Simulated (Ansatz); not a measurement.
# Lattice dynamics of KMgH3 (model cell, started as cubic perovskite with Mg in the octahedra), part 3 of 3

How does KMgH3 (model cell, started as cubic perovskite with Mg in the octahedra) vibrate, and is this structure a minimum?

Ansatz 0.2.0; DFT LDA, scalar-relativistic, plane waves, PAW; PAW set soft_1.

So far. Step 4 (Tight relaxation): The forces vanish by symmetry and the pressure is -0.002 GPa, within the tolerances set. The cell now holds 11.98 Å³/atom. Step 5 (Modes at Γ): Before it was imposed, the acoustic sum rule was missed by 1.5e-4 eV/Å² and the charge sum rule by 1.0e-6 e. Small misses are needed for a sound result but don't prove that mesh and cutoff are converged. The lowest optical mode is real, 196 cm⁻¹. The relaxed cell has a = 3.913 Å (conventional setting).

The structure was built from a prototype and need not be the compound's stable phase.

## 6. The dispersion

Stability and thermal properties need the whole zone. Linear response on a 4×4×4 q mesh gives force constants as far as a supercell of that size would, and the tensors from the zone-centre run are typed in so that the long-range dipole term is interpolated apart.

input.yaml reads:

```yaml
crystal:
  lattice:
    - [3.9129695371, 0.0, 0.0]
    - [0.0, 3.9129695371, 0.0]
    - [0.0, 0.0, 3.9129695371]
  atoms:
    - { symbol: K, position: [0.0, 0.0, 0.0] }
    - { symbol: Mg, position: [0.5, 0.5, 0.5] }
    - { symbol: H, position: [0.5, 0.5, 0.0] }
    - { symbol: H, position: [0.5, 0.0, 0.5] }
    - { symbol: H, position: [0.0, 0.5, 0.5] }
kpoints:
  mp_grid: { grid: [8, 8, 8] }
hamiltonian:
  xc: lda
  pseudopotentials: { kind: paw, azcp: { folder: soft_1 }, xc_functional: pbe }
scf:
  occupations: { method: fixed }
output:
  eigenvalues: true
phonons:
  method: dfpt
  qmesh: [4, 4, 4]
  temperatures: { t_max: 1000, t_step: 50 }
  qpath:
    path:
      - [[0.0, 0.0, 0.0], [0.0, 0.5, 0.0], [0.5, 0.5, 0.0], [0.0, 0.0, 0.0], [0.5, 0.5, 0.5], [0.0, 0.5, 0.0]]
      - [[0.5, 0.5, 0.5], [0.5, 0.5, 0.0]]
    npoints: 10
  non_analytic_term:
    high_frequency_dielectric_tensor: [[3.8013, 0.0, 0.0], [0.0, 3.8013, 0.0], [0.0, 0.0, 3.8013]]
    born_effective_charges:
      - { species: K, tensor: [[0.9484, 0.0, 0.0], [0.0, 0.9484, 0.0], [0.0, 0.0, 0.9484]] }
      - { species: Mg, tensor: [[1.8352, 0.0, 0.0], [0.0, 1.8352, 0.0], [0.0, 0.0, 1.8352]] }
      - { species: H, tensor: [[-0.8018, 0.0, 0.0], [0.0, -0.8018, 0.0], [0.0, 0.0, -1.18]] }
      - { species: H, tensor: [[-0.8018, 0.0, 0.0], [0.0, -1.18, 0.0], [0.0, 0.0, -0.8018]] }
      - { species: H, tensor: [[-1.18, 0.0, 0.0], [0.0, -0.8018, 0.0], [0.0, 0.0, -0.8018]] }
    source: "zone-centre run at this cell"
```

Started as:

```sh
ansatz run input.yaml --threads 4 --pin off --max-ram 16384MiB --backend cpu --events-out ev --progress --plain --runs-dir out
```

Numbers of over 12 decimals in the logs are rounded to 6 here.

What it wrote:

```text
[...]
Crystal: 5 atoms, lattice volume = 59.913 Å³
Basis set: ecut = 420 eV, 1189 PW (Γ), exchange–correlation on 54×54×54 points (8 copies of the dense FFT grid, shifted against one another)
Bands: 16, of which v1, the nominal top of the filled ones, is band 11 counted from 1 (10 counted from 0)
Symmetry: 48 space group operations
k-points: 35 of 512
[...]
SCF iter   1: F=—  HF=-3447.185238 eV  |F-HF|=—  |Δ(HF+E_count)|=         —  Δρ=6.03e-2  dr2=2.06e0  ethr=3.10e-3  ⟨swp⟩=4.7  Hψ=2822  notcnv=0  defer=82
[...]
SCF iter   9: F=-3446.338140 eV  HF=-3446.338140 eV  |F-HF|=0.00e0  |Δ(HF+E_count)|=    0.00e0  Δρ=1.68e-8  dr2=1.39e-13  ethr=1.00e-12  ⟨swp⟩=10.8  Hψ=3447  notcnv=0
SCF 1 converged in 9 iterations: F = -3446.338140 eV  dr2 = 1.39e-13
[...]
NSCF: frozen V_eff on 35 k-points
[...]
DFPT response loops at q = (0, 0, 0) (fractional): preconditioner auto → none (the input reference at scf.mixing.eps_inf says where Resta's filter doesn't serve); β = 0.50; Broyden in place of MSR1
[...]
SCF converged after 9 iterations
Free energy (F): -3446.338140 eV
[...]
Internal energy: -3446.338140 eV  (E = F + TS)
E sigma→0 (E₀):  -3446.338140 eV
Fermi energy:    3.580611 eV
[...]
--- Band table (eV; the first three rows and the last of 35) ---
  k-point 0: bands = [... 7 lower, -8.7539, -2.3369, 3.0139, 3.0139, 9.3768, 9.3768, 9.3768, 11.6270, ... 1 higher]
  k-point 1: bands = [... 7 lower, -8.7497, -2.1673, 2.7590, 3.0849, 9.2852, 9.2852, 9.4624, 11.1529, ... 1 higher]
  k-point 2: bands = [... 7 lower, -8.7395, -1.6914, 2.0702, 3.2708, 9.0641, 9.0641, 9.8967, 10.2163, ... 1 higher]
  k-point 34: bands = [... 7 lower, -8.9407, 1.2684, 1.2684, 1.2684, 5.9198, 9.1986, 9.1986, 9.1986, ... 1 higher]
--- Phonons (Γ-DFPT): 4 representative perturbations + reference (Σ response iterations 14) ---
  ASR residual: 6.569e-6 → 0.000e0 eV/Å²; symmetrization residual: 3.026e-7 eV/Å²
  ASR residual per site (eV/Å²): 3.92e-6 4.84e-6 6.57e-6 6.57e-6 6.57e-6
[...]
--- Phonons (arbitrary-q DFPT): 10 irreducible q on the 4×4×4 mesh ---
  q = [0.0000, 0.0000, 0.0000] (star 1, of the zone-centre solve; hermiticity 1.08e-7, symmetrization 8.41e-13): -0.00 -0.00 -0.00 196.42 196.42 196.42 596.05 596.05 596.05 638.27 638.27 638.27 1270.32 1270.32 1270.32
  q = [0.0000, 0.0000, 0.2500] (star 6, 9 solved perturbations in 1560 linear systems a pass and spin channel, the states on 200 of 512 k-point pairs; hermiticity 1.97e-7, symmetrization 4.07e-13): 91.10 91.10 121.79 190.99 190.99 226.62 611.80 611.80 645.54 645.54 658.67 846.35 1266.68 1266.68 1359.88
[...]
q = [0.0000, 0.2500, -0.5000] (star 12, 15 solved perturbations on 200 of 512 k-point pairs; hermiticity 1.37e-7, symmetrization 1.57e-14): 128.90 129.12 138.77 196.20 247.63 272.79 530.33 652.53 659.51 671.53 716.44 839.76 1167.64 1260.69 1399.78
[...]
sum rule: each row above includes the acoustic sum rule's correction from the zone centre's row sums; it moved no ω² by more than (1.33 cm⁻¹)²
  mesh force constants: q→R imaginary residual 1.40e-18; ASR residual 6.569e-6 → 0.000e0 eV/Å²; symmetrization residual 2.665e-15 eV/Å²
  interpolated dispersion: 63 rows × 15 modes
  density of states and harmonic sums: on the 16×16×16 q-mesh, interpolated from the force constants of a 4×4×4 supercell (with the dipole–dipole term of supplied tensors)
  largest difference from the sums on the solved wave vectors: F 1.12e-2 eV, S 1.53e-5 and C_V 3.92e-6 eV/K
  zero-point energy: 0.553002 eV/cell   skipped modes (ω ≤ 0): 3   left out of the sums: 4.88e-5 of the cell's modes: C_V's classical limit lies that fraction below 3 k_B per atom; for a crystal, a wire or a layer, F and S can be off by more, and a phonons.interpolated_qmesh denser along its periods is the remedy for the sampling
```

It took 5.3 min on 4 threads of Arm Neoverse V1, shared host; peak memory 1.3 GiB; 21 min of CPU time.

Numbers from this step:

```
sum-rule residual before enforcement                       : 6.57e-6 eV/Å²
lowest frequency on the path                               : 0 cm⁻¹
highest frequency on the path or at a solved wavevector    : 1460 cm⁻¹
mean frequency                                             : 594.7 cm⁻¹
Debye temperature (second moment)                          : 1344 K
logarithmic mean frequency                                 : 439 cm⁻¹
lowest mode on the q mesh (acoustic modes at Γ apart)      : 91.1 cm⁻¹
zero-point energy per atom                                 : 110.6 meV
heat capacity at 300 K                                     : 14.33 J/(mol atoms K)
vibrational entropy at 300 K                               : 14.24 J/(mol atoms K)
edges of the widest gap between branches, on path and mesh : 846.5, 1092 cm⁻¹
```

Frequencies (cm⁻¹) solved at each irreducible wavevector; negative means imaginary. Frequencies by wavevector, by row:

```
q in reciprocal lattice units  star  mode 1  mode 2  mode 3  mode 4  mode 13  mode 14  mode 15
                        0 0 0     1       0       0       0   196.4     1270     1270     1270
                     0 0 0.25     6    91.1    91.1   121.8     191     1267     1267     1360
                     0 0 -0.5     3   130.5   130.5   162.8   183.2     1263     1263     1355
                  0 0.25 0.25    12   101.3   114.2   145.1   192.9     1202     1264     1392
                  0 0.25 -0.5    12   128.9   129.1   138.8   196.2     1168     1261     1400
                  0 -0.5 -0.5     3   127.3     131     131   206.7     1092     1259     1418
               0.25 0.25 0.25     8     122     122   136.9   238.9     1199     1199     1419
               0.25 0.25 -0.5    12   127.8   137.3     140   239.4     1154     1196     1430
               0.25 -0.5 -0.5     6   138.4     140     140   261.6     1100     1180     1445
               -0.5 -0.5 -0.5     1   148.7   148.7   148.7   308.6     1108     1108     1460
```

Interpolated from a 4×4×4 q mesh, with the LO-TO term (at Γ the limit along the path; where Γ stands inside the path, tables give the limit on arrival). The phonon branches at the labelled points (cm⁻¹):

```
    point  branch 1  branch 2  branch 3  branch 4  branch 12  branch 13  branch 14  branch 15
        Γ         0         0         0       196        846       1270       1270       1364
  halfway        91        91       122       191        846       1267       1267       1360
        X       130       130       163       183        846       1263       1263       1355
  halfway       129       129       139       196        840       1168       1261       1400
        M       127       131       131       207        842       1092       1259       1418
  halfway       101       114       145       193        841       1202       1264       1392
        Γ         0         0         0       196        846       1270       1270       1364
  halfway       122       122       137       239        833       1199       1199       1419
        R       149       149       149       309        801       1108       1108       1460
  halfway       128       137       140       239        827       1154       1196       1430
        X       130       130       163       183        846       1263       1263       1355
jump to R       149       149       149       309        801       1108       1108       1460
  halfway       138       140       140       262        822       1100       1180       1445
        M       127       131       131       207        842       1092       1259       1418
```

Tetrahedra on a 16×16×16 mesh, mean over bins of 20 cm-1. Interpolated from a 4×4×4 q mesh. Phonon density of states against wavenumber; read off at these points:

```
wavenumber (cm⁻¹)  phonon density of states (1/cm⁻¹/cell)
               10                                  4.0e-5
               70                                 0.00355
              130                                  0.0877
              150                                  0.0290
              210                                  0.0278
              270                                  0.0327
              290                                  0.0193
              350                                       0
              430                                 0.00301
              490                                 0.00653
              570                                  0.0126
              630                                  0.0291
              710                                  0.0189
              770                                  0.0101
              830                                  0.0275
              850                                  0.0185
              910                                       0
              990                                       0
             1050                                       0
             1130                                 0.00764
             1190                                 0.00947
             1250                                  0.0245
             1270                                  0.0103
             1330                                  1.0e-5
             1410                                  0.0152
             1470                                  2.0e-5
```

The partial phonon density of states has structure finer than the step of the table below, so its rows give means over 50 cm⁻¹, whole bins alone (the curve runs from -10 to 1513 cm⁻¹). Peaks (cm⁻¹: height): H 612.4: 0.0268, 717.8: 0.0185, 842.3: 0.0273, 1254.0: 0.0217, 1407.3: 0.0138; K 133.6: 0.0680; Mg 133.6: 0.00448, 200.7: 0.0239, 267.7: 0.027.

Phonopy on the run's constants, 15x15x15 mesh, Gaussian sigma 10.9 cm-1. Interpolated from a 4×4×4 q mesh. Table of partial phonon density of states by wavenumber; means over each step; values in 1/cm⁻¹/cell:

```
wavenumber (cm⁻¹)        H        K       Mg
               50   6.9e-5  0.00130   6.1e-4
              100   2.1e-4   0.0188  0.00269
              150   1.1e-4   0.0339  0.00283
              200   6.3e-4  0.00287   0.0180
              250   9.6e-4  0.00223   0.0227
              300   4.8e-4   7.5e-4   0.0106
              350   6.6e-7   8.0e-8   2.4e-5
              400   8.5e-4        0   6.3e-6
              450  0.00459        0   7.3e-5
              500  0.00682        0   1.6e-4
              550   0.0103   1.1e-6   2.8e-4
              600   0.0219   1.6e-5   6.0e-4
              650   0.0214   4.2e-6   2.6e-4
              700   0.0156   4.3e-6   1.5e-4
              750   0.0132   1.4e-6   8.4e-5
              800  0.00828   1.7e-6   5.6e-5
              850   0.0150   2.1e-5   2.9e-4
              900   4.6e-5        0   1.1e-6
              950        0        0        0
             1000        0        0        0
             1050   2.6e-5        0        0
             1100  0.00372        0   2.0e-6
             1150  0.00794        0   1.9e-5
             1200   0.0102        0   6.0e-5
             1250   0.0166        0   1.9e-4
             1300  0.00123        0   1.5e-5
             1350  0.00253   2.2e-6   2.8e-5
             1400   0.0120   5.5e-6   9.6e-5
             1450  0.00530        0   2.1e-5
```

Harmonic thermodynamic functions per atom, from the density of states. Interpolated from a 4×4×4 q mesh. Thermodynamic functions, by row:

```
T (K)  F_vib (meV/atom)  S (J/mol-atom/K)  C_V (J/mol-atom/K)
    0             110.6                 0                   0
   50             110.5              0.76               2.148
  100             109.4             3.509                5.95
  200             102.8             9.186                10.7
  300             90.61             14.24               14.33
  400             73.46             18.75               17.01
  500             51.91             22.77               18.93
  600             26.42             26.35                20.3
  700             -2.58             29.55               21.28
  800            -34.73             32.45                  22
  900            -69.74             35.07               22.53
 1000            -107.3             37.47               22.94
```

Harmonic mean-square displacement, third of the trace. Interpolated from a 4×4×4 q mesh. Mean square displacements, by row:

```
T (K)  K1 U_eq (Å²)  Mg2 U_eq (Å²)  H3 U_eq (Å²)  H4 U_eq (Å²)  H5 U_eq (Å²)
    0       0.00331         0.0032       0.02247       0.02247       0.02247
  100        0.0048        0.00389       0.02292       0.02292       0.02292
  300       0.01184        0.00804       0.02682       0.02682       0.02682
  600       0.02317        0.01527       0.03851       0.03851       0.03851
```

Symmetry leaves 10 wavevectors to solve. The lowest mode among them, the acoustic zeros apart, lies at q = (0, 0, 0.25) and is real, 91.1 cm⁻¹.

## 7. Results

| Item | Value |
| --- | --- |
| space group after relaxation (within 0.01 Å) | Pm-3m |
| volume per atom | 12.0 Å³ |
| gap on the k-mesh | 2.34 eV |
| highest optical mode at the zone centre (no LO-TO term) | 1270 cm⁻¹ |
| top of the zone-centre spectrum with the field | 1364 cm⁻¹ |
| lowest optical zone-centre mode | 196 cm⁻¹ |
| mean high-frequency dielectric constant | 3.80 |
| mean static dielectric constant | 8.96 |
| largest Born charge (third of the trace) | 1.84 e |
| lowest mode on the q mesh (acoustic modes at Γ apart) | 91.1 cm⁻¹ |
| highest frequency on the path or at a solved wavevector | 1460 cm⁻¹ |
| zero-point energy per atom | 111 meV |
| heat capacity at 300 K | 14.3 J/(mol atoms K) |
| vibrational entropy at 300 K | 14.2 J/(mol atoms K) |
| Debye temperature (second moment) | 1344 K |
| imaginary modes on the 4×4×4 q mesh | none |

What this shows: The structure is a minimum as far as tested: no mode is imaginary at the 10 irreducible wavevectors of the 4×4×4 mesh, and the softest away from the acoustic zeros lies at 91 cm⁻¹. Without the field, the optical modes at Γ span 196 to 1270 cm⁻¹. The highest mode in this list at Γ, 1270.3 cm⁻¹, is mostly motion of H (99 % of the kinetic energy). With the macroscopic field of the longitudinal modes the top of the zone-centre spectrum lies at 1364 cm⁻¹, against 1270 cm⁻¹ without it. Lattice motion raises the mean dielectric constant from 3.801 to 8.955. The strongest infrared line is at 596 cm⁻¹. On the path and the mesh, the widest gap between branches runs from 846 to 1092 cm⁻¹. The PAW files were made for PBE and serve the other functionals too. The starting cell was built on a prototype and not taken from a measurement, so the phase need not exist. These are harmonic frequencies at zero temperature: anharmonic shifts, linewidths and thermal expansion are left out.

[Logs are printed without paths, hosts, clocks, repeated set-up lines and the standing remarks that a program may print on its own settings, such as how far it seeks lower states.]

[Hosts, paths, dates, database ids (printed as entryN), source tags and the programs' standing remarks are cut or masked in the printed files.]
